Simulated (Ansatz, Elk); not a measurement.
**How far do independent atoms describe BiB3?**

Structure refinements treat a crystal as free atoms side by side. For a made-up structure of BiB3 (cell and positions from a PBE relaxation) the runs below show what the calculated density changes in F(hkl).

Calculated with Elk 11.2.3 (patched build); DFT, PBE, all-electron APW+lo, Dirac cores, scalar-relativistic bands, static density, no spin.

The structure was built from a prototype and need not be the compound's stable phase.

## 1. The starting structure

The structure is tetragonal, space group I4/mmm (No. 139). The conventional cell has a = 3.345 Å, b = 3.345 Å, c = 9.867 Å, α = 90.00°, β = 90.00°, γ = 90.00°. Nearest to Bi lie 4 B at 2.37 Å. B has 4 B at 2.37 Å nearest. B has 4 Bi at 2.37 Å nearest. Farther neighbours are not listed.

As a file:

```cif
data_structure
_symmetry_space_group_name_H-M 'P 1'
_symmetry_Int_Tables_number 1
_cell_length_a 5.4713
_cell_length_b 5.4713
_cell_length_c 5.4713
_cell_angle_alpha 144.399
_cell_angle_beta 144.399
_cell_angle_gamma 51.232
_cell_volume 55.21
loop_
_atom_site_label
_atom_site_type_symbol
_atom_site_fract_x
_atom_site_fract_y
_atom_site_fract_z
_atom_site_occupancy
Bi1 Bi 0.00000 0.00000 0.00000 1
B2 B 0.25000 0.75000 0.50000 1
B3 B 0.75000 0.25000 0.50000 1
B4 B 0.50000 0.50000 0.00000 1
```

## 2. Ground state and structure factors

An all-electron density is needed, since X-rays see the cores too. Task 0 finds the density and task 195 Fourier-transforms it; tshift is off so that phases refer to the origin typed.

File elk.in:

```
tasks
  0
  195

xctype
  20

spinpol
  .false.

rgkmax
  7.0

gmaxvr
  14.0

lmaxo
  7

lmaxapw
  8

swidth
  0.002

tshift
  .false.

ramdisk
  .false.

hmaxvr
  5.5

maxscl
  120

epspot
  1e-06

sppath
  './'

avec
  -3.16080214952 3.16080214952 9.32308358094
  3.16080214952 -3.16080214952 9.32308358094
  3.16080214952 3.16080214952 -9.32308358094

atoms
  2
  'Bi.in'
  1
  -0.0000000000 0.0000000000 0.0000000000   0.000000 0.000000 0.000000
  'B.in'
  3
  0.2500000000 0.7500000000 0.5000000000   0.000000 0.000000 0.000000
  0.7500000000 0.2500000000 0.5000000000   0.000000 0.000000 0.000000
  0.5000000000 0.5000000000 -0.0000000000   0.000000 0.000000 0.000000

ngridk
  9 9 9
```

Run with:

```
> OMP_NUM_THREADS=4 elk
```

Numbers of over 12 decimals in the logs are rounded to 6 here.

The program printed:

```text
┌─────────────────────────┐
│ Elk code version 11.2.3 │
└─────────────────────────┘

All units are atomic (Hartree, Bohr, etc.)

┌─────────────────────────────────────────────────┐
│ Ground-state run starting from atomic densities │
└─────────────────────────────────────────────────┘

Lattice vectors :
  -3.160802150       3.160802150       9.323083581
   3.160802150      -3.160802150       9.323083581
   3.160802150       3.160802150      -9.323083581

Reciprocal lattice vectors :
  0.1236792069E-16  0.9939225883      0.3369692684
  0.9939225883      0.1236792069E-16  0.3369692684
  0.9939225883      0.9939225883     -0.1465342676E-16

Unit cell volume      :    372.5754143
Brillouin zone volume :   0.6657718248

Muffin-tin inner radius fraction :   0.1000000000E-01

Nuclei treated as point charges

Species : 1 (Bi)
 parameters loaded from : Bi.in
 name : bismuth
 nuclear charge    :   -83.00000000
 electronic charge :    83.00000000
 atomic mass :    380947.9285
 muffin-tin radius :    2.690464772
 number of radial points in muffin-tin :   1393
 inner part over the whole radius :   0.9971657960E-02
 number on inner part of muffin-tin    :   1000
 approximate nuclear radius :   0.1052171418E-03
 number of mesh points to nuclear radius :    527
 atomic positions (lattice), magnetic fields (Cartesian) :
  1 :   0.00000000  0.00000000  0.00000000    0.00000000  0.00000000  0.00000000

Species : 2 (B)
 parameters loaded from : B.in
 name : boron
 nuclear charge    :   -5.000000000
 electronic charge :    5.000000000
 atomic mass :    19707.24742
 muffin-tin radius :    1.729584496
 number of radial points in muffin-tin :    593
 inner part over the whole radius :   0.9840684755E-02
 number on inner part of muffin-tin    :    404
 approximate nuclear radius :   0.4534157419E-04
 number of mesh points to nuclear radius :    162
 atomic positions (lattice), magnetic fields (Cartesian) :
  1 :   0.25000000 -0.25000000  0.50000000    0.00000000  0.00000000  0.00000000
  2 :  -0.25000000  0.25000000  0.50000000    0.00000000  0.00000000  0.00000000
  3 :   0.50000000  0.50000000  0.00000000    0.00000000  0.00000000  0.00000000

Total number of atoms per unit cell :    4
Total muffin-tin volume :    146.5957685
 ratio of muffin-tin to unit cell volume :   0.3934660282

Spin treatment :
 spin-unpolarised

Number of Bravais lattice symmetries :   16
Number of crystal symmetries         :   16
Crystal has inversion symmetry
Real symmetric eigensolver will be used

k-point grid :      9     9     9
k-point offset :    0.000000000       0.000000000       0.000000000
k-point set is reduced with full crystal symmetry group
Total number of k-points :       75

Muffin-tin radius times maximum |G+k| :    7.000000000
 using average radius
Maximum |G+k| for APW functions       :    3.553652034
Maximum (1/2)|G+k|²                   :    6.314221391
Maximum |G| for potential and density :    14.00000000
Constant for pseudocharge density :    9
 order of it for each species :   16  16
 order of it for pair densities of each species (exact exchange by exxq0 0: 17) :   16   6
Radial integration step length :    1

G-vector grid sizes :     48    48    48
Number of G-vectors :    17225

Maximum angular momentum used for
 APW functions            :    8
 outer part of muffin-tin :    7
 inner part of muffin-tin :    2

Total nuclear charge    :   -98.00000000
Total core charge       :    74.00000000
Total valence charge    :    24.00000000
Total excess charge     :    0.000000000
Total electronic charge :    98.00000000

Effective Wigner radius, rₛ :   0.9682031754

Number of empty states         :     16
Total number of valence states :     29
Total number of core states    :     74

Third-order local-orbitals added for an l without core states : T
Total number of local-orbitals :     36

Exchange-correlation functional :     20     0     0
 Perdew-Burke-Ernzerhof, Phys. Rev. Lett. 77, 3865 (1996)
 gradient requirement :    1
[...]
correlation                 :     -5.649393
 electron entropic           :    -0.66286523616273E-03
 total energy                :     -21657.064709758

Density of states at Fermi energy :    49.90790388
 (states/Hartree/unit cell)

Estimated indirect band gap :   0.6868847675E-03
 from k-point 42 to k-point 16
Estimated direct band gap   :   0.1397150505E-01
 at k-point 73

Charges :
 core                        :    74.00000000
 valence                     :    24.00000000
 interstitial                :    6.423195668
 muffin-tins (core leakage)
  species : 1 (Bi)
   atom 1                    :    80.92848026     (  0.1273844622E-02)
  species : 2 (B)
   atom 1                    :    3.356425200     (  0.1051192693E-03)
[...]
total in muffin-tins        :    91.57680433
 total calculated charge     :    97.99779652
 total charge                :    98.00000000
 error                       :   0.2203477319E-02

RMS change in Kohn-Sham potential (target) :    3.205613667     (  0.1000000000E-05)
Absolute change in total energy (target)   :   0.5358489459     (  0.1000000000E-03)

[... loops 3 to 15 left out ...]

┌──────────────────┐
│ Loop number : 16 │
└──────────────────┘

Energies :
 Fermi                       :     0.285501
 sum of occupied eigenvalues :     -13407.080956763
 electron kinetic            :      25320.172882758
 core electron kinetic       :      25162.910195984
 Coulomb                     :     -46565.271127999
 Coulomb potential           :     -38190.013708232
 nuclear-nuclear             :     -1411.5038369126
 electron-nuclear            :     -52136.271580581
 Hartree                     :      6982.5042894949
 Madelung                    :     -27470.264273883
 xc potential                :     -537.24013128898
 exchange                    :     -405.02392277345
 correlation                 :     -5.655031
 electron entropic           :    -0.64603576400273E-03
 total energy                :     -21655.777845086

Density of states at Fermi energy :    48.49935216
 (states/Hartree/unit cell)

Estimated indirect band gap :   0.1204176436E-02
 from k-point 16 to k-point 5
Estimated direct band gap   :   0.3969811389E-02
 at k-point 16

Charges :
 core                        :    74.00000000
 valence                     :    24.00000000
 interstitial                :    6.385011344
 muffin-tins (core leakage)
  species : 1 (Bi)
[...]
species : 2 (B)
[...]
total in muffin-tins        :    91.61498866
 total calculated charge     :    97.99801018
 total charge                :    98.00000000
 error                       :   0.1989816305E-02

RMS change in Kohn-Sham potential (target) :   0.6766420914E-06 (  0.1000000000E-05)
Absolute change in total energy (target)   :   0.1809161768E-04 (  0.1000000000E-03)

Convergence targets achieved

┌──────────────────┐
│ Loop number : 17 │
└──────────────────┘

Energies :
 Fermi                       :     0.285502
 sum of occupied eigenvalues :     -13407.080950543
 electron kinetic            :      25320.172882835
 core electron kinetic       :      25162.910196472
 Coulomb                     :     -46565.271128207
 Coulomb potential           :     -38190.013709977
 nuclear-nuclear             :     -1411.5038369126
 electron-nuclear            :     -52136.271578998
 Hartree                     :      6982.5042877033
 Madelung                    :     -27470.264273218
 xc potential                :     -537.24012340127
 exchange                    :     -405.02392277112
 correlation                 :     -5.655031
 electron entropic           :    -0.64603579280274E-03
 total energy                :     -21655.777845212

Density of states at Fermi energy :    48.49935509
 (states/Hartree/unit cell)

Estimated indirect band gap :   0.1204173982E-02
 from k-point 16 to k-point 5
Estimated direct band gap   :   0.3969811774E-02
 at k-point 16

Charges :
 core                        :    74.00000000
 valence                     :    24.00000000
 interstitial                :    6.385011284
 muffin-tins (core leakage)
  species : 1 (Bi)
[...]
species : 2 (B)
   atom 1                    :    3.387326689     (  0.1042095258E-03)
   atom 2                    :    3.387326689     (  0.1042095258E-03)
   atom 3                    :    3.642547235     (  0.1094708345E-03)
 total in muffin-tins        :    91.61498872
 total calculated charge     :    97.99801018
 total charge                :    98.00000000
 error                       :   0.1989816251E-02

┌──────────────────────────────┐
│ Self-consistent loop stopped │
└──────────────────────────────┘

Warning : core states of species 1 leak from the muffin-tin :   0.1197741160E-02

Warning : core states of species 2 leak from the muffin-tin :   0.1094708345E-03

Wrote STATE.OUT
```

Elapsed: 26 s, on 4 threads of Arm Neoverse V2, shared host; peak memory 0.16 GiB.

SFACRHO.OUT:

```text

h k l indices transformed by vhmat matrix:
   1.000000000       0.000000000       0.000000000    
   0.000000000       1.000000000       0.000000000    
   0.000000000       0.000000000       1.000000000    

      h      k      l  multipl.   |H|            Re(F)            Im(F)           |F|

      0      0      0      1   0.0000000       97.999999      0.83425403E-16   97.999999    
     -1     -1      1      2  0.67393854       74.167607      0.55801378E-14   74.167607    
      1      0      0      8   1.0494905       70.223106      0.13608813E-14   70.223106    
      2      2     -2      2   1.3478771       78.385727     -0.30581494E-15   78.385727    
      0      0     -1      4   1.4056188       66.737557     -0.40435762E-14   66.737557    
     -1     -2      2      8   1.4176800       66.407328     -0.47729960E-14   66.407328    
     -2      0      1      8   1.5588321       74.536457     -0.91263229E-15   74.536457    
     -1     -3      2      8   1.9474437       61.032106      0.10133427E-13   61.032106    
     -3     -2      2      8   1.9561670       60.806673     -0.83685967E-14   60.806673    
      1     -1     -1      4   1.9878452       68.124673      0.41015649E-14   68.124673    
     -3     -3      3      2   2.0218156       60.347275      0.23557663E-13   60.347275    
      0     -2      0      8   2.0989811       59.384790      0.53309841E-15   59.384790    
     -2      1      0     16   2.2478787       57.960087     -0.10806569E-14   57.960087    
      1      3     -1      8   2.4017288       63.338923     -0.20700379E-14   63.338923    
     -3      0      1     16   2.4415866       56.026741     -0.38976850E-14   56.026741    
      3      3     -4      8   2.4624180       62.820779      0.66528308E-14   62.820779    
      4      3     -3      8   2.5596383       54.765075      0.80979249E-14   54.765075    
     -4     -4      4      2   2.6957541       60.398148      0.19948237E-15   60.398148
```

Elk indexes on the primitive cell of elk.in and gives |H| = 4π sin θ/λ in inverse bohr. Below, one row stands for each form hkl of the conventional cell (m members, Friedel mates merged), F is for one primitive cell and the density is static (no thermal factor). Free-atom factors are Waasmaier and Kirfel's, and R is Σm||F|−|F'||/Σm|F|.

| hkl | m | sin θ/λ (Å⁻¹) | abs F, DFT | neutral atoms | diff. |
| --- | --- | --- | --- | --- | --- |
| 002 | 2 | 0.101 | 74.168 | 74.294 | -0.127 |
| 101 | 8 | 0.158 | 70.223 | 70.501 | -0.277 |
| 004 | 2 | 0.203 | 78.386 | 77.999 | +0.387 |
| 110 | 4 | 0.211 | 66.738 | 66.694 | +0.043 |
| 103 | 8 | 0.213 | 66.407 | 66.564 | -0.157 |
| 112 | 8 | 0.234 | 74.537 | 74.575 | -0.039 |
| 114 | 8 | 0.293 | 61.032 | 60.935 | +0.097 |
| 105 | 8 | 0.294 | 60.807 | 60.844 | -0.038 |
| 200 | 4 | 0.299 | 68.125 | 68.451 | -0.326 |
| 006 | 2 | 0.304 | 60.347 | 60.164 | +0.183 |
| 202 | 8 | 0.316 | 59.385 | 59.372 | +0.013 |
| 211 | 16 | 0.338 | 57.960 | 57.866 | +0.094 |
| 204 | 8 | 0.361 | 63.339 | 63.414 | -0.075 |
| 213 | 16 | 0.367 | 56.027 | 55.959 | +0.067 |
| 116 | 8 | 0.370 | 62.821 | 62.734 | +0.087 |
| 107 | 8 | 0.385 | 54.765 | 54.828 | -0.063 |
| 008 | 2 | 0.405 | 60.398 | 60.233 | +0.165 |
| 215 | 16 | 0.419 | 52.705 | 52.703 | +0.002 |

## 3. The highest occupied states alone

An energy window below the Fermi level keeps the highest occupied states, to see at which angles they scatter; shallow core shells can lie inside it and anion s states outside. No new self-consistency is needed.

elk.in, as its differences from that of step 2:

```diff
@@ -1,3 +1,2 @@
 tasks
-  0
   195
@@ -40,2 +39,5 @@
 
+wsfac
+  -0.155490 0.585500
+
 sppath
```

Run with:

```
> OMP_NUM_THREADS=4 elk
```

The program printed:

```text
┌─────────────────────────────────┐
│ Elk code version 11.2.3 started │
└─────────────────────────────────┘

Info(readinput): the functional depends on the density's gradient
 muffin-tin radial points multiplied by    2.00000
 (not where nrmtscf is given)

┌────────────────────┐
│ Current task : 195 │
└────────────────────┘
Info(checkmt): changed muffin-tin radius of species 1 (Bi) from   2.8000 to   2.6905
Info(checkmt): changed muffin-tin radius of species 2 (B) from   1.8000 to   1.7296

Info(sfacrho): density structure factors written to SFACRHO.OUT

 Energy window :  -0.1554900000      0.5855000000

┌──────────────────┐
│ Elk code stopped │
└──────────────────┘
```

It took 4.5 s on 4 threads; peak memory 0.16 GiB; 6.9 s of CPU time.

States within 12 eV below the Fermi level hold 12.56 electrons; any levels below the window count with the cores, and a count that is not whole means the window cuts a band. Their amplitudes can exceed the total, where window and core parts have opposite phase:

| hkl | sin θ/λ (Å⁻¹) | abs F, window | abs F, all |
| --- | --- | --- | --- |
| 002 | 0.101 | 0.307 | 74.168 |
| 101 | 0.158 | 0.599 | 70.223 |
| 004 | 0.203 | 2.779 | 78.386 |
| 110 | 0.211 | 0.433 | 66.738 |
| 103 | 0.213 | 0.583 | 66.407 |
| 112 | 0.234 | 1.476 | 74.537 |
| 114 | 0.293 | 0.175 | 61.032 |
| 105 | 0.294 | 0.273 | 60.807 |
| 200 | 0.299 | 0.095 | 68.125 |
| 006 | 0.304 | 0.094 | 60.347 |

[end of part 1 of 2]

[Logs are printed without paths, hosts, clocks, repeated set-up lines and the standing remarks that a program may print on its own settings, such as how far it seeks lower states.]

[Hosts, paths, dates, database ids (printed as entryN), source tags and the programs' standing remarks are cut or masked in the printed files.]
